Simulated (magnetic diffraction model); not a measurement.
## Which magnetic order? Mg2CoWS6

Space group Fm-3m (no. 225), a = 9.0010 Å.

| site | atom | x | y | z |
| --- | --- | --- | --- | --- |
| 4a | W | 0 | 0 | 0 |
| 4b | Co | 1/2 | 0 | 0 |
| 24e | S | 0 | 0 | 0.7494 |
| 8c | Mg | 1/4 | 1/4 | 3/4 |

The compound is invented for this exercise: a known structure type with other elements, its cell scaled to their sizes and not relaxed.

Only Co is taken to order (form factors of Co2+); orders and moment sizes are assumed, and not adapted to the symmetry. Radiation: neutrons of λ = 1.594 Å, 2° to 70°; isotropic B of 0.43 Å² (W), 0.43 Å² (Co), 0.72 Å² (S) and 0.53 Å² (Mg). The intensities are simulated: I ∝ L Σ (|F_N|² + |F_M⊥|²) for unpolarised neutrons, with F_M = 2.695 fm/μB × Σ f(s) S exp(2πi Q·r) exp(−B s²) at Q = H ± k (one set where k and −k are equivalent), only the part normal to Q counting and L = 1/(sin²θ cos θ). For a modulated order the moment at position r is S exp(−2πi k·r) + c.c., with S = m/2 for a sine wave of amplitude m and S = m(u + iv)/2 for moments turning in a plane, u and v being orthogonal unit vectors in it; the phase factor of the sum at Q = H + k is then exp(2πi H·r). Form factors are spin-only for 3d ions and dipole or tabulated for f ions, scattering lengths are Sears's of 1992, and absorption is left out. A label names one of the reflections at its angle. The strongest nuclear line in the range is 100, and lines under 0.2 are left out.

Above the ordering temperature:

```tsv
2θ (°)	index	I
17.64	(1 1 1)	3.0
20.40	(2 0 0)	1.7
29.01	(2 2 0)	49.1
34.16	(3 1 1)	2.7
35.73	(2 2 2)	58.5
41.49	(4 0 0)	98.2
45.41	(3 3 1)	1.7
46.66	(4 2 0)	1.3
51.42	(4 2 2)	33.9
54.79	(5 1 1)	1.4
60.12	(4 4 0)	100.0
63.18	(5 3 1)	1.6
64.18	(6 0 0)	0.9
68.11	(6 2 0)	21.3
```

Below it (cell unchanged):

```tsv
2θ (°)	I
16.71	5.9
17.64	3.0
18.68	3.6
20.40	1.7
20.47	4.9
27.80	1.2
29.01	49.1
29.06	2.0
30.27	0.8
32.57	0.3
33.66	2.5
34.16	2.7
34.73	3.0
35.73	58.5
36.78	0.6
41.49	98.2
41.52	0.7
44.17	0.6
45.02	0.6
45.41	1.7
45.86	0.8
46.66	1.3
46.69	1.4
47.51	0.3
50.68	0.6
51.42	33.9
52.21	0.5
54.45	0.5
54.79	1.4
55.18	0.5
60.12	100.0
62.20	0.2
62.87	0.4
63.18	1.6
63.54	0.4
64.18	0.9
```
(The table stops after 36 lines; 2 more lie at higher angle.)

**Question.** Check that the new lines index with k = (0 1/6 0), then choose among these models:
A. a sine wave with moments along [010] (amplitudes given), 2.84 μB on Co
B. moments turning in the plane of [001] and [100], 2.84 μB on Co
C. a sine wave with moments along [001] (amplitudes given), 2.84 μB on Co
D. a sine wave with moments along [100] (amplitudes given), 2.84 μB on Co

The new lines index as (1 5/6 1) at 16.71°, (1 7/6 1) at 18.68°, (2 1/6 0) at 20.47° and (2 11/6 0) at 27.80°, that is as H ± k with k = (0 1/6 0), one of 3 inequivalent arms of its star (k and −k counted as one), which a powder can't tell apart. Satellites come in pairs about each point of the reciprocal lattice.

Magnetic intensity, observed (below minus above) and for each model:

| 2θ (°) | index | observed | A | B | C | D |
| --- | --- | --- | --- | --- | --- | --- |
| 16.71 | (1 5/6 1) | 5.9 | 5.9 | 9.9 | 5.0 | 5.0 |
| 18.68 | (1 7/6 1) | 3.6 | 3.6 | 11.6 | 5.8 | 5.8 |
| 20.47 | (0 1/6 2) | 4.9 | 4.9 | 5.0 | 2.5 | 2.5 |
| 22.12 | (0 13/6 0) | <0.2 | <0.2 | 2.0 | 1.0 | 1.0 |
| 27.80 | (2 11/6 0) | 1.2 | 1.2 | 3.3 | 1.6 | 1.6 |
| 32.57 | (1 17/6 1) | 0.3 | 0.3 | 2.6 | 1.3 | 1.3 |
| 34.73 | (3 7/6 1) | 3.0 | 3.0 | 4.3 | 2.1 | 2.1 |
| 35.77 | (1 19/6 1) | <0.2 | <0.2 | 2.0 | 1.0 | 1.0 |

Model A matches.

The structure used: k = (0 1/6 0), a sine wave with moments along [010] (amplitudes given), 2.84 μB on Co.

[Logs are printed without paths, hosts, clocks, repeated set-up lines and the standing remarks that a program may print on its own settings, such as how far it seeks lower states.]
